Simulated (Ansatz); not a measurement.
# Amorphous Si (76 atoms): a short ab initio trajectory

Wanted: a short trajectory of amorphous Si (76 atoms) with its pair distributions.

Calculated with Ansatz 0.2.0; Kohn-Sham DFT, PBE, PAW (set soft_2), plane waves.

Measured values to set the calculation against. Si-Si coordination number quoted from the high-resolution X-ray diffraction study of Laaziri et al (as quoted in “Relationship between diffraction peak, network topology, and amorphous-forming ability in silicon and silica”, 2021, PMC8590056): number of Si about Si 3.9.

## 1. Starting point

The cell holds 76 atoms: 76 Si. Its edges and angles: a = 11.521 Å, b = 11.521 Å, c = 11.521 Å, α = 90.0°, β = 90.0°, γ = 90.0°. 76 atoms (76 Si) placed at random at 2.32 g/cm³, melted at 3500 K for 10 ps at fixed volume with the Tersoff potential (Tersoff, Phys. Rev. B 39, 5566 (1989)). Quenched from 3100 K to 500 K at 10 K/ps and fixed volume, annealed at 900 K for 50 ps, held 5 ps.

Limits known from the start: The quench rate of 10 K/ps is orders of magnitude faster than experiment, which tends to freeze in extra defects. The starting topology of bonds comes from the classical model. The Brillouin zone is sampled at Γ only, in a cell whose shortest periodic width is 12 Å.

## 2. Dynamics at 600 K

A Langevin thermostat couples each atom to a heat bath, at the price of damped dynamics. The time step is 2.0 fs.

Contents of input.yaml:

```yaml
crystal:
  lattice:
    - [11.5206, 0.0, 0.0]
    - [0.0, 11.5206, 0.0]
    - [0.0, 0.0, 11.5206]
  atoms:
    - { symbol: Si, position: [0.95, 0.28552, 0.07037] }
    - { symbol: Si, position: [0.64106, 0.37171, 0.10822] }
    - { symbol: Si, position: [0.06368, 0.07066, 0.20779] }
    - { symbol: Si, position: [0.29236, 0.29258, 0.07379] }
    [... 66 atom lines left out ...]
    - { symbol: Si, position: [0.84861, 0.43674, 0.87527] }
    - { symbol: Si, position: [0.30709, 0.57257, 0.48685] }
    - { symbol: Si, position: [0.01095, 0.14443, 0.52163] }
    - { symbol: Si, position: [0.21074, 0.13566, 0.58545] }
    - { symbol: Si, position: [0.6781, 0.80825, 0.62816] }
    - { symbol: Si, position: [0.74478, 0.62715, 0.3055] }
kpoints:
  mp_grid: { grid: [1, 1, 1] }
hamiltonian:
  xc: pbe
scf:
  occupations: { method: fermi_dirac, width: 0.05 }
output:
  forces: true
md:
  timestep: 2.0
  n_steps: 196
  ensemble: nvt_langevin
  temperature: 600
  initial_velocities: maxwell_boltzmann
  seed: 9109
```

The run is started by

```sh
> ansatz run input.yaml --threads 4 --pin off --max-ram 8192MiB --backend cpu --events-out ev --progress --plain --runs-dir out
```

Wall time 17 min (4 threads of Intel Xeon Platinum 8259CL at 2.50GHz (Skylake/Cascade Lake), shared host); peak memory 1.6 GiB.

The program notes that it switched symmetry off.

The trajectory, sampled:

```csv
time (fs),T (K),potential (meV/atom)
0.0,592,0.0
26.0,519,13.6
52.0,551,13.0
78.0,518,23.2
104.0,564,25.6
130.0,540,40.6
156.0,547,41.3
182.0,684,23.3
210.0,636,21.4
236.0,617,15.6
262.0,614,16.4
288.0,452,27.0
314.0,586,18.4
340.0,602,13.8
366.0,495,27.1
392.0,711,13.3
```

Mean square displacement from the first frame to the last: Si 0.18 Å².

Mean square displacement, Si against time lag:

time lag (fs), mean square displacement, Si (Å²) and a bar:
```
      2.0      0.000 
     10.0      0.005 #
     18.0      0.014 ##
     26.0      0.026 #####
     34.0      0.040 #######
     42.0      0.052 #########
     50.0      0.064 ###########
     58.0      0.073 #############
     66.0      0.082 ##############
     74.0      0.090 ###############
     82.0      0.098 #################
     90.0      0.107 ##################
     98.0      0.115 ####################
    106.0      0.124 #####################
    114.0      0.132 #######################
    122.0      0.139 ########################
    130.0      0.145 #########################
    138.0      0.150 ##########################
    146.0      0.154 ##########################
    154.0      0.157 ###########################
    162.0      0.161 ############################
    170.0      0.164 ############################
    178.0      0.167 #############################
    186.0      0.171 #############################
    196.0      0.174 ##############################
```

Over the second half of 392 fs the temperature averages 584 K with swings of 57 K r.m.s. The atoms reach a mean square displacement of 0.18 Å² at the end; the farthest move is 1.13 Å. The count of bonds goes from 160 in the first frame to 162 in the last, by one set of cutoffs: 8 pairs passed out of them and 10 came within. The run spans 0.39 ps, too short for its means to be equilibrium values.

## 3. Structure statistics late in the run

The g(r) is a mean over the second half; what follows it is taken at the last frame.

Density 2.32 g/cm³, 20.12 Å³ an atom.

Mean of 14 frames. Pair distribution function in bins of 0.1 Å:

```csv
r (Å),total
2.05,0.00
2.15,0.10
2.25,1.43
2.35,4.15
2.45,3.31
2.55,1.54
2.65,0.57
2.75,0.23
2.85,0.15
2.95,0.20
3.05,0.26
3.15,0.34
3.25,0.58
3.35,0.72
3.45,1.01
3.55,1.14
3.65,1.34
3.75,1.56
3.85,1.62
3.95,1.67
4.05,1.64
4.15,1.39
4.25,1.27
4.35,1.10
4.45,0.93
4.55,0.84
4.65,0.79
4.75,0.73
4.85,0.81
4.95,0.74
5.05,0.79
5.15,0.73
5.25,0.74
5.35,0.86
5.45,1.08
5.55,1.03
5.65,0.99
5.75,1.04
```

Bonds by pair of elements; cutoffs follow the first minimum of g(r), held within bounds set by covalent radii, and pairs that aren't listed don't count as bonded:

```csv
pair A-B,cutoff (Å),bonds,mean length (Å),spread (Å),shortest (Å),B about A,A about B
Si-Si,2.88,162,2.44,0.13,2.17,4.26,4.26
```

How many atoms have how many bonded neighbours:

```csv
element,mean,3,4,5,6
Si,4.26,1,57,15,3
```

Bond angles, per cent of each kind in bins of 5°:

```csv
angle (°),Si-Si-Si
50–55,1.1
55–60,1.8
60–65,0.9
65–70,0.6
70–75,2.0
75–80,1.5
80–85,3.3
85–90,5.0
90–95,7.0
95–100,10.4
100–105,11.5
105–110,11.9
110–115,11.5
115–120,10.7
120–125,6.9
125–130,5.6
130–135,2.0
135–140,1.5
140–145,1.3
145–150,0.9
150–155,0.9
155–160,0.7
160–165,0.0
165–170,0.4
170–175,0.6
```

Bond angles (no mean is given where the spread exceeds 20°):

```csv
angle,count,mean (°),spread (°)
Si-Si-Si,540,106,19.9
```

Bond length by coordination (bonds to H left out):

```csv
element,coordination,atoms,mean bond length (Å)
Si,3,1,2.41
Si,4,57,2.40
Si,5,15,2.51
Si,6,3,2.55
```

Rings of the network by King's shortest-path rule, up to 12 atoms, one path for each pair of neighbours; H, halogens, alkali and alkaline-earth atoms are left out, and the last column divides by all other atoms, bonded or not:

```csv
ring size (atoms),rings,per network atom
3,9,0.118
4,15,0.197
5,52,0.684
6,68,0.895
7,38,0.5
8,3,0.039
```

The first peak of g(r) lies near 2.4 Å. By these cutoffs 75 % of Si atoms have 4 bonded neighbours. Bonds at Si atoms with 4 neighbours average 2.40 Å, against 2.55 Å at those with 6. Rings of 6 atoms are the most common (37 % of those counted); sizes run from 3 to 8.

## 4. Single point at the last frame

The last frame is solved again with fuller output, to read the electronic structure of a thermally displaced geometry.

Contents of input.yaml:

```yaml
crystal:
  lattice:
    - [11.5206, 0.0, 0.0]
    - [0.0, 11.5206, 0.0]
    - [0.0, 0.0, 11.5206]
  atoms:
    - { symbol: Si, position: [0.92953, 0.27944, 0.0327] }
    - { symbol: Si, position: [0.64882, 0.37008, 0.12556] }
    - { symbol: Si, position: [0.04477, 0.04889, 0.19721] }
    - { symbol: Si, position: [0.29016, 0.27185, 0.06211] }
    [... 66 atom lines left out ...]
    - { symbol: Si, position: [0.84482, 0.4513, 0.89287] }
    - { symbol: Si, position: [0.31428, 0.5563, 0.4844] }
    - { symbol: Si, position: [0.98626, 0.18401, 0.52536] }
    - { symbol: Si, position: [0.15809, 0.13689, 0.61397] }
    - { symbol: Si, position: [0.6577, 0.81178, 0.62986] }
    - { symbol: Si, position: [0.74568, 0.61522, 0.29178] }
kpoints:
  mp_grid: { grid: [1, 1, 1] }
hamiltonian:
  xc: pbe
scf:
  occupations: { method: fermi_dirac, width: 0.05 }
output:
  forces: true
  stress: true
  populations: intrinsic
  dos:
    method: { smearing: { sigma: 0.08 } }
    de: 0.1
    projected: { site_lists: { Si: [Si] } }
  eigenvalues: true
  write_density: true
  write_potential: true
  volumetric_format: npy
```

Elapsed: 18 s, on 4 threads; peak memory 1.4 GiB.

Read from the output:

```
free energy                             : -48294.4638 eV
free energy per atom                    : -635.4535 eV/atom
SCF cycles                              : 9
pressure                                : -0.3855 GPa
r.m.s. force component                  : 0.6654 eV/Å
longest force                           : 2.722 eV/Å
Fermi energy                            : 6.349 eV
levels partly filled by over 2 per cent : 2
```

Neighbours are counted within 2.88 Å (Si-Si), the cutoffs taken from the dynamics.

Length of the force by element and coordination:

```csv
element,coordination,atoms,mean length of the force (eV/Å),spread,least,most
Si,all,76,1.03,0.521,0.0582,2.72
Si,3,1,0.831,0,0.831,0.831
Si,4,57,1.07,0.532,0.0582,2.72
Si,5,15,0.927,0.494,0.426,2.00
Si,6,3,0.831,0.361,0.345,1.21
```

Intrinsic-atomic-orbital charges by element and coordination:

```csv
element,coordination,atoms,mean charge (e),spread,least,most
Si,all,76,0,0.0401,-0.133,0.14
Si,3,1,0.0616,0,0.0616,0.0616
Si,4,57,-0.0029,0.0338,-0.133,0.0671
Si,5,15,-0.0021,0.0531,-0.101,0.14
Si,6,3,0.0444,0.039,0.0138,0.0994
```

Density of states as counts of states in windows of 0.5 eV (from the Fermi level), total and the larger projections:

```csv
from (eV),to (eV),total,Si p,Si s
-10,-9.5,11.1,3.8,7.3
-9.5,-9,7.3,2.6,4.7
-9,-8.5,6.7,2.4,4.3
-8.5,-8,12.2,4.7,7.5
-8,-7.5,12.5,5.1,7.3
-7.5,-7,13.1,6.0,7.0
-7,-6.5,11.7,6.2,5.4
-6.5,-6,8.5,4.9,3.6
-6,-5.5,10.7,6.8,3.8
-5.5,-5,8.9,6.5,2.4
-5,-4.5,13.4,10.7,2.5
-4.5,-4,12.5,10.4,1.9
-4,-3.5,13.0,10.8,2.0
-3.5,-3,21.6,18.7,2.7
-3,-2.5,21.7,19.3,2.0
-2.5,-2,22.8,20.5,1.9
-2,-1.5,23.2,21.0,1.7
-1.5,-1,18.9,16.9,1.5
-1,-0.5,10.6,9.1,1.2
-0.5,0,9.2,7.2,1.6
0,0.5,9.5,6.6,2.2
0.5,1,14.5,9.7,3.4
1,1.5,19.2,12.8,4.2
1.5,2,15.7,10.4,3.1
2,2.5,23.1,15.3,4.0
2.5,3,22.9,14.8,3.8
```

The curve was stored every 0.100 eV, coarse against its broadening of 0.08 eV, so these counts are rough.

Between -13 and -10 eV lie 35 more states.

The levels nearest the highest filled one (over half full), pooled over k-points and spins:

```csv
level less the highest filled one (eV),occupation
-0.487,2
-0.451,2
-0.364,2.00
-0.306,2.00
-0.204,1.99
0,1.38
0.0822,0.596
0.238,0.037
0.307,0.009
0.498,0
0.538,0
0.591,0
```

Intrinsic-atomic-orbital charges run from -0.13 to +0.14 e. Within 0.4 eV of the Fermi level the largest share is Si p (78 % of the projected weight).

## 5. Summary of results

- mean temperature, second half: 583.9 K
- temperature swing, second half: 57.27 K
- free energy per atom: -635.4535 eV/atom
- pressure: -0.3855 GPa
- r.m.s. force component: 0.6654 eV/Å
- wall time of the 2 DFT runs: 17 min

What this shows: Over the second half of 392 fs the temperature averages 584 K with swings of 57 K r.m.s. The count of bonds goes from 160 in the first frame to 162 in the last, by one set of cutoffs: 8 pairs passed out of them and 10 came within. The run spans 0.39 ps, too short for its means to be equilibrium values. By these cutoffs 75 % of Si atoms have 4 bonded neighbours. Counting bands leaves a spacing of only 0.082 eV (at Γ alone), which the smearing bridges: 2 levels are partly filled by over 2 %, so a gap, if any, is small at this level.

Caveats: The starting topology of bonds comes from the classical model; in DFT 8 of its 160 bonded pairs passed out of the cutoffs and 10 came within them. The pressure of a single frame lacks the kinetic term, about 0.40 GPa here.

Against the measurements quoted at the start:

```csv
quantity,measured,this cell,difference,method of the measurement
number of Si about Si,3.9,4.26,+9.3 %,X-ray diffraction
```

The cell differs from the measured neighbour counts by up to 9.3 %. The network comes from the model that made the cell; in DFT 8 of its 160 bonded pairs passed out of the cutoffs and 10 came within them. Our coordination numbers hang on a cutoff, and experiments count neighbours in their own ways.

[Logs are printed without paths, hosts, clocks, repeated set-up lines and the standing remarks that a program may print on its own settings, such as how far it seeks lower states.]

[Hosts, paths, dates, database ids (printed as entryN), source tags and the programs' standing remarks are cut or masked in the printed files.]
